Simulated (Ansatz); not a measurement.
# Phonons of TiRe in the Bh ordering

Question: is the lattice of TiRe in the Bh ordering stable, and if so, what are its coupling constant and resistivity?

Main program and level: Ansatz 0.2.0; DFT PBEsol, scalar-relativistic, plane waves, PAW.

Most raw output is cut from this account.

The structure was built from a prototype and need not be the compound's stable phase.

## (1) The structure

It takes space group P-6m2 (No. 187, hexagonal). The conventional cell has a = 2.839 Å, b = 2.839 Å, c = 4.636 Å, α = 90.00°, β = 90.00°, γ = 120.00°. Nearest to Re lie 6 Re at 2.84 Å and 6 Ti at 2.84 Å. Nearest to Ti lie 6 Ti at 2.84 Å and 6 Re at 2.84 Å. Farther neighbours are not listed.

## (2) Rough relaxation

Large forces or a large pressure at the start call for a first relaxation with loose thresholds.

input.yaml reads:

```yaml
crystal:
  lattice:
    - [2.83887, 0.0, 0.0]
    - [-1.41943, 2.45853, 0.0]
    - [0.0, 0.0, 4.63587]
  atoms:
    - { symbol: Re, position: [0.33333333, 0.66666667, 0.25] }
    - { symbol: Ti, position: [0.66666667, 0.33333333, 0.75] }
kpoints:
  mp_grid: { grid: [9, 9, 4] }
hamiltonian:
  xc: pbesol
scf:
  occupations: { method: gaussian, width: 0.1 }
output:
  forces: true
  stress: true
  eigenvalues: true
relax:
  adjacent_minimum: "off"
  f_tol: 0.05
  max_steps: 80
  cell: { stress_tol: 0.5 }
```

Command:

```bash
$ ansatz run input.yaml --threads 4 --pin off --max-ram 8192MiB --backend cpu --events-out ev --progress --plain --runs-dir out
```

The job ended after 6 s (4 threads of Intel Xeon Platinum 8375C at 2.90GHz (Ice Lake), shared host; peak memory 0.41 GiB).

Relaxation path:

```
step  energy less that of the first step (eV)  largest force component (eV/Å)  pressure (GPa)  volume (Å³)
   1                                   0.0000                          0.0000          -13.35        32.36
   2                                   0.0486                          0.0000           21.50        28.07
   3                                  -0.0903                          0.0000           -1.80        30.56
   4                                  -0.0930                          0.0000            0.40        30.28
   5                                  -0.0941                          0.0000            0.67        30.25
   6                                  -0.0871                          0.0000            3.00        30.14
   7                                  -0.0974                          0.0000            0.21        30.33
   8                                  -0.1005                          0.0000            0.16        30.36
   9                                  -0.0995                          0.0000            0.30        30.41
  10                                  -0.1013                          0.0000            0.01        30.41
 11*                                  -0.1005                          0.0000            0.02        30.41
```

Relaxation steps marked * repeat the geometry before them on a plane-wave basis chosen anew for their cell, so energy and pressure can jump there. Relaxation steps 2, 6, 9 were tried and not accepted.

The run keeps the 12 symmetry operations that it works with, so distortions that break them were not tested.

```
conventional cell, symmetrised  before  after  change
                         a (Å)   2.839  2.725  -4.0 %
                         b (Å)   2.839  2.725  -4.0 %
                         c (Å)   4.636  4.726  +2.0 %
              volume (Å³/atom)   16.18  15.20  -6.0 %
```

The relaxed structure:

```cif
data_structure
_symmetry_space_group_name_H-M 'P 1'
_symmetry_Int_Tables_number 1
_cell_length_a 2.7255
_cell_length_b 2.7255
_cell_length_c 4.7264
_cell_angle_alpha 90.000
_cell_angle_beta 90.000
_cell_angle_gamma 120.000
_cell_volume 30.41
loop_
_atom_site_label
_atom_site_type_symbol
_atom_site_fract_x
_atom_site_fract_y
_atom_site_fract_z
_atom_site_occupancy
Re1 Re 0.33333 0.66667 0.25000 1
Ti2 Ti 0.66667 0.33333 0.75000 1
```

This step gave:

```
pressure          : 0.01609 GPa
volume per atom   : 15.20 Å³
metallic on mesh  : yes
gap on the k-mesh : 0 eV
```

The largest force is now zero by symmetry and the largest stress component 0.082 GPa.

## (3) Relaxing cell and atoms

The structure is brought to rest under this functional.

input.yaml reads:

```yaml
crystal:
  lattice:
    - [2.7254758503, -2.7714e-06, 0.0]
    - [-1.362735525, 2.3603327094, 0.0]
    - [0.0, 0.0, 4.7264243242]
  atoms:
    - { symbol: Re, position: [0.3333333333, 0.6666666667, 0.25] }
    - { symbol: Ti, position: [0.6666666667, 0.3333333333, 0.75] }
kpoints:
  mp_grid: { grid: [12, 12, 6] }
hamiltonian:
  xc: pbesol
scf:
  occupations: { method: gaussian, width: 0.1 }
output:
  forces: true
  stress: true
  eigenvalues: true
  write_density: true
  write_potential: true
  elf: true
  volumetric_format: npy
relax:
  adjacent_minimum: "off"
  f_tol: 0.005
  max_steps: 80
  cell: { stress_tol: 0.05 }
```

Run time: 3.7 s. Hardware: 4 threads; peak memory 0.46 GiB; 13 s of CPU time.

Step by step:

```
step  energy less that of the first step (eV)  largest force component (eV/Å)  pressure (GPa)  volume (Å³)
   1                                   0.0000                          0.0000           -0.44        30.41
   2                                   0.0000                          0.0000            0.67        30.26
   3                                  -0.0001                          0.0000            0.00        30.35
   4                                  -0.0001                          0.0000            0.00        30.35
```

The log counts 1 steps on a newly chosen plane-wave basis, not all of them marked here; energy and pressure can jump at such steps. Relaxation step 2 was tried and not accepted.

```
conventional cell, symmetrised  before  after  change
                         a (Å)   2.725  2.724  -0.0 %
                         b (Å)   2.725  2.724  -0.0 %
                         c (Å)   4.726  4.722  -0.1 %
              volume (Å³/atom)   15.20  15.17  -0.2 %
```

Final coordinates:

```
Re Ti
1.0
     2.72422    0.00000    0.00000
    -1.36211    2.35924    0.00000
     0.00000    0.00000    4.72169
Re Ti
1 1
Direct
  0.33333 0.66667 0.25000
  0.66667 0.33333 0.75000
```

This step gave:

```yaml
pressure: 0.004046 GPa
volume_per_atom: 15.17 Å³
```

Valence density in the ac plane at fractional y = 0.333, with atoms of Ti within 0.2 Å of it. It is the smooth field of the valence electrons, not physical close to the nuclei.

Ten even steps from '0' (0 e/Å³) to '9' (10 e/Å³):
```
00000000000000
00000000000000
00000001233200
00000013576420
00000025899741
00000025899841
00000025899741
00000013576420
00000001233200
00000000000000
00000000000000
00000000000000
00000000000000
00000000000000
00000000000000
00100000000000
01111000000000
01111000000000
01111000000000
00100000000000
00000000000000
00000000000000
00000000000000
00000000000000
```
Columns run along a (2.7 Å), rows up along c (4.7 Å). Atoms in or near the plane, at fractional coordinates: Ti at (0.67, 0.75).

ELF in the ac plane at fractional y = 0.333, with atoms of Ti within 0.2 Å of it. It is the smooth field of the valence electrons, not physical close to the nuclei.

Ten even steps from '_' (0.00) to '@' (0.67):
```
--++++++==--::....::::....::
::==++++--....::++****==::..
..::====::..--**@@@@@@%%++::
::::----::::**@@%%##%%@@%%++
--::--::::==%%%%++::::**@@##
--::--::::++%%%%--____++@@##
--::--::::==%%%%++::::**@@##
::::----::::**@@%%##%%@@%%++
..::====::..--**@@@@@@%%++::
::==++++--....::++****==::..
--++++++==--::....::::....::
++++++++++====--::::::----==
============++++++++++++++++
----------==++****####**++==
------------==++**####**++==
====++++======++********==--
==**##****======++****++====
++**####**++====++****++====
==**##****======++****++====
====++++======++********==--
------------==++**####**++==
----------==++****####**++==
============++++++++++++++++
++++++++++====--::::::----==
```
Columns run along a (2.7 Å), rows up along c (4.7 Å). Atoms in or near the plane, at fractional coordinates: Ti at (0.67, 0.75).

Electrostatic potential energy in the ac plane at fractional y = 0.333, with atoms of Ti within 0.2 Å of it. With pseudopotentials it is smooth inside the atoms' cores, unlike the true potential.

Values in eV, 24 rows by 14 columns:
```
 18  19  20  20  19  18  16  14  11   9  10  12  15  17
 17  19  20  19  18  16  11   4  -1  -4  -3   0   6  13
 13  17  19  18  16  11   2  -7 -12 -14 -13 -11  -4   5
  9  15  17  17  14   5  -6 -14 -17 -18 -18 -16 -12  -3
  5  14  16  16  12   1 -10 -17 -18 -18 -18 -18 -15  -7
  4  13  16  16  11  -1 -12 -17 -18 -18 -18 -18 -16  -9
  5  14  16  16  12   1 -10 -17 -18 -18 -18 -18 -15  -7
  9  15  17  17  14   5  -6 -14 -17 -18 -18 -16 -12  -3
 13  17  19  18  16  11   2  -7 -12 -14 -13 -11  -4   5
 17  19  20  19  18  16  11   4  -1  -4  -3   0   6  13
 18  19  20  20  19  18  16  14  11   9  10  12  15  17
 19  19  19  19  19  19  18  17  17  17  17  17  18  18
 18  17  17  17  17  18  19  19  19  19  19  19  19  18
 15  13  12  12  14  15  17  19  20  20  20  20  19  17
 11   7   4   4   7  12  15  18  19  20  20  19  17  14
  5  -2  -6  -6  -1   6  12  16  19  20  20  18  16  11
  0  -9 -14 -13  -8   1  10  15  18  19  19  17  14   8
 -3 -12 -17 -16 -10  -1   9  14  18  19  19  17  13   7
  0  -9 -14 -13  -8   1  10  15  18  19  19  17  14   8
  5  -2  -6  -6  -1   6  12  16  19  20  20  18  16  11
 11   7   4   4   7  12  15  18  19  20  20  19  17  14
 15  13  12  12  14  15  17  19  20  20  20  20  19  17
 18  17  17  17  17  18  19  19  19  19  19  19  19  18
 19  19  19  19  19  19  18  17  17  17  17  17  18  18
```
Columns run along a (2.7 Å; values clipped at the 3rd and 97th percentile), rows up along c (4.7 Å). Atoms in or near the plane, at fractional coordinates: Ti at (0.67, 0.75).

The largest force is now zero by symmetry and the largest stress component 0.025 GPa.

## (4) Relaxing tightly for phonons

No force is left; the cell is relaxed once more with another smearing and tight thresholds.

input.yaml reads:

```yaml
crystal:
  lattice:
    - [2.7242195117, -2.7701e-06, 0.0]
    - [-1.3621073568, 2.3592446877, 0.0]
    - [0.0, 0.0, 4.7216910292]
  atoms:
    - { symbol: Re, position: [0.3333333333, 0.6666666667, 0.25] }
    - { symbol: Ti, position: [0.6666666667, 0.3333333333, 0.75] }
kpoints:
  mp_grid: { grid: [12, 12, 6] }
hamiltonian:
  xc: pbesol
scf:
  occupations: { method: methfessel_paxton, width: 0.2 }
output:
  forces: true
  stress: true
  eigenvalues: true
relax:
  adjacent_minimum: "off"
  f_tol: 0.001
  max_steps: 60
  cell: { stress_tol: 0.01 }
```

It took 4.2 s on 4 threads; peak memory 0.46 GiB.

The steps of the relaxation:

```
step  energy less that of the first step (eV)  largest force component (eV/Å)  pressure (GPa)  volume (Å³)
   1                                   0.0000                          0.0000           -0.04        30.35
   2                                   0.0000                          0.0000            0.10        30.33
   3                                   0.0000                          0.0000           -0.26        30.37
   4                                   0.0000                          0.0000            0.00        30.34
   5                                   0.0000                          0.0000            0.00        30.34
```

The log counts 1 steps on a newly chosen plane-wave basis, not all of them marked here; energy and pressure can jump at such steps. Relaxation step 3 was tried and not accepted.

```
conventional cell, symmetrised  before  after  change
                         a (Å)   2.724  2.726  +0.1 %
                         b (Å)   2.724  2.726  +0.1 %
                         c (Å)   4.722  4.714  -0.2 %
              volume (Å³/atom)   15.17  15.17  -0.0 %
```

Final coordinates:

```xyz
2
Lattice="2.7260 0.0000 0.0000 -1.3630 2.3608 0.0000 0.0000 0.0000 4.7141" Properties=species:S:1:pos:R:3 pbc="T T T"
Re    0.0000    1.5738    1.1785
Ti    1.3630    0.7869    3.5356
```

Numbers from this step:

* pressure: -7.06e-4 GPa

The largest force is now zero by symmetry and the largest stress component 0.0014 GPa, small enough for phonons.

## (5) Phonons by linear response: q 2×2×1, k 6×6×3

Before any scattering is computed, the phonons show whether the structure is a minimum.

input.yaml reads:

```yaml
crystal:
  lattice:
    - [2.7259668866, -2.7719e-06, 0.0]
    - [-1.3629810427, 2.3607579596, 0.0]
    - [0.0, 0.0, 4.7140884943]
  atoms:
    - { symbol: Re, position: [0.3333333333, 0.6666666667, 0.25] }
    - { symbol: Ti, position: [0.6666666667, 0.3333333333, 0.75] }
kpoints:
  mp_grid: { grid: [6, 6, 3] }
hamiltonian:
  xc: pbesol
scf:
  occupations: { method: methfessel_paxton, width: 0.2 }
output:
  eigenvalues: true
phonons:
  method: dfpt
  qmesh: [2, 2, 1]
  temperatures: { t_max: 1000, t_step: 50 }
  qpath:
    path:
      - [[0.0, 0.0, 0.0], [0.5, 0.0, 0.0], [0.33333333, 0.33333333, 0.0], [0.0, 0.0, 0.0], [0.0, 0.0, 0.5], [0.5, 0.0, 0.5], [0.33333333, 0.33333333, 0.5], [0.0, 0.0, 0.5]]
      - [[0.5, 0.0, 0.5], [0.5, 0.0, 0.0]]
      - [[0.33333333, 0.33333333, 0.5], [0.33333333, 0.33333333, 0.0]]
    npoints: 10
```

Elapsed: 5 s, on 4 threads; peak memory 0.51 GiB; 16 s of CPU time.

This step gave:

* share of imaginary modes in the plain interpolation between solved wavevectors: 0.1658
* highest frequency, solved or plainly interpolated: 288.6 cm⁻¹

Solved on the 2×2×1 mesh alone; all other wavevectors are interpolated, and an axis with one point has no dispersion of its own. The phonon branches at the labelled points (cm⁻¹):

```
    point  branch 1  branch 2  branch 3  branch 4  branch 5  branch 6
        Γ      -131      -131         0         0         0       289
  halfway       -66       -44        65       103       144       229
        M       -69        39       123       149       181       217
  halfway       -70        89       136       149       171       211
        K       -71       120       138       144       189       193
  halfway       -49        27        79       126       157       211
        Γ      -131      -131         0         0         0       289
  halfway      -125      -125       -39       -39        86       275
        A      -117      -117       -59       -59       130       257
  halfway       -21        14       122       126       128       186
        L        51        53       118       121       182       216
  halfway       -29        94       120       147       172       210
        H       -71       120       144       144       189       189
  halfway        47        75       124       133       148       163
        A      -117      -117       -59       -59       130       257
jump to L        51        53       118       121       182       216
  halfway       -41        45       121       138       182       217
        M       -69        39       123       149       181       217
jump to H       -71       120       144       144       189       189
  halfway       -71       120       141       144       189       191
        K       -71       120       138       144       189       193
```

Among the solved wavevectors the lowest mode, translations apart, is -131 cm⁻¹, imaginary.

## (6) Lattice stability: q 3×3×2, k 9×9×6

An imaginary mode on so few k-points may come from the sampling, so the phonons are repeated with another q and k mesh.

input.yaml: that of step 5 with these lines changed.

```diff
@@ -9,3 +9,3 @@
 kpoints:
-  mp_grid: { grid: [6, 6, 3] }
+  mp_grid: { grid: [9, 9, 6] }
 hamiltonian:
@@ -18,3 +18,3 @@
   method: dfpt
-  qmesh: [2, 2, 1]
+  qmesh: [3, 3, 2]
   temperatures: { t_max: 1000, t_step: 50 }
```

It took 53 s on 4 threads; peak memory 0.84 GiB.

Numbers from this step:

```yaml
share_of_imaginary_modes_in_the_plain_interpolation_between_solved_wavevectors: 0.2266
highest_frequency_solved_or_plainly_interpolated: 297.7 cm⁻¹
```

Solved on the 3×3×2 mesh alone; all other wavevectors are interpolated. The phonon branches at the labelled points (cm⁻¹):

```
    point  branch 1  branch 2  branch 3  branch 4  branch 5  branch 6
        Γ       -93       -93         0         0         0       298
  halfway       -90       -82        90        96       185       245
        M       -81        34        97       146       170       246
  halfway       -24        69       101       143       173       219
        K        77        98       125       138       172       179
  halfway       -90       -51        63       126       194       234
        Γ       -93       -93         0         0         0       298
  halfway      -109      -109       -34       -34        87       279
        A      -125      -125       -42       -42       136       252
  halfway       -75       -46        89       109       188       242
        L       -44       -43        97       118       236       273
  halfway        12        48       107       120       238       252
        H        56        61        86       170       216       240
  halfway       -41       -36        97       112       201       240
        A      -125      -125       -42       -42       136       252
jump to L       -44       -43        97       118       236       273
  halfway       -74        71        74       130       206       260
        M       -81        34        97       146       170       246
jump to H        56        61        86       170       216       240
  halfway        70        71       103       154       198       215
        K        77        98       125       138       172       179
```

Lowest modes at the softest wavevector of the mesh. The modes at q = (0.000, 0.000, 0.500) (shares of kinetic energy by element, %) (negative means imaginary):

```
mode  frequency (cm⁻¹)  Re %  Ti %
   1            -125.3     0   100
   2            -125.3     0   100
   3             -42.0   100     0
   4             -42.0   100     0
   5             136.2   100     0
   6             252.1     0   100
```

Displacements in mode 1 (-125.3 cm⁻¹), the largest set to 1, in the home cell (x, y, z of the real part, then of the imaginary part):
```
Re1  0.00  0.00  0.00  0.00  0.00  0.00
Ti2 -1.00 -0.46  0.00  0.01 -0.03  0.00
```

Displacements in mode 4 (-42.0 cm⁻¹), the largest set to 1, in the home cell:
```
Re1 1.00 0.00 0.00
Ti2 0.00 0.00 0.00
```

(Part 1 of 2 ends here.)

[Logs are printed without paths, hosts, clocks, repeated set-up lines and the standing remarks that a program may print on its own settings, such as how far it seeks lower states.]

[Hosts, paths, dates, database ids (printed as entryN), source tags and the programs' standing remarks are cut or masked in the printed files.]
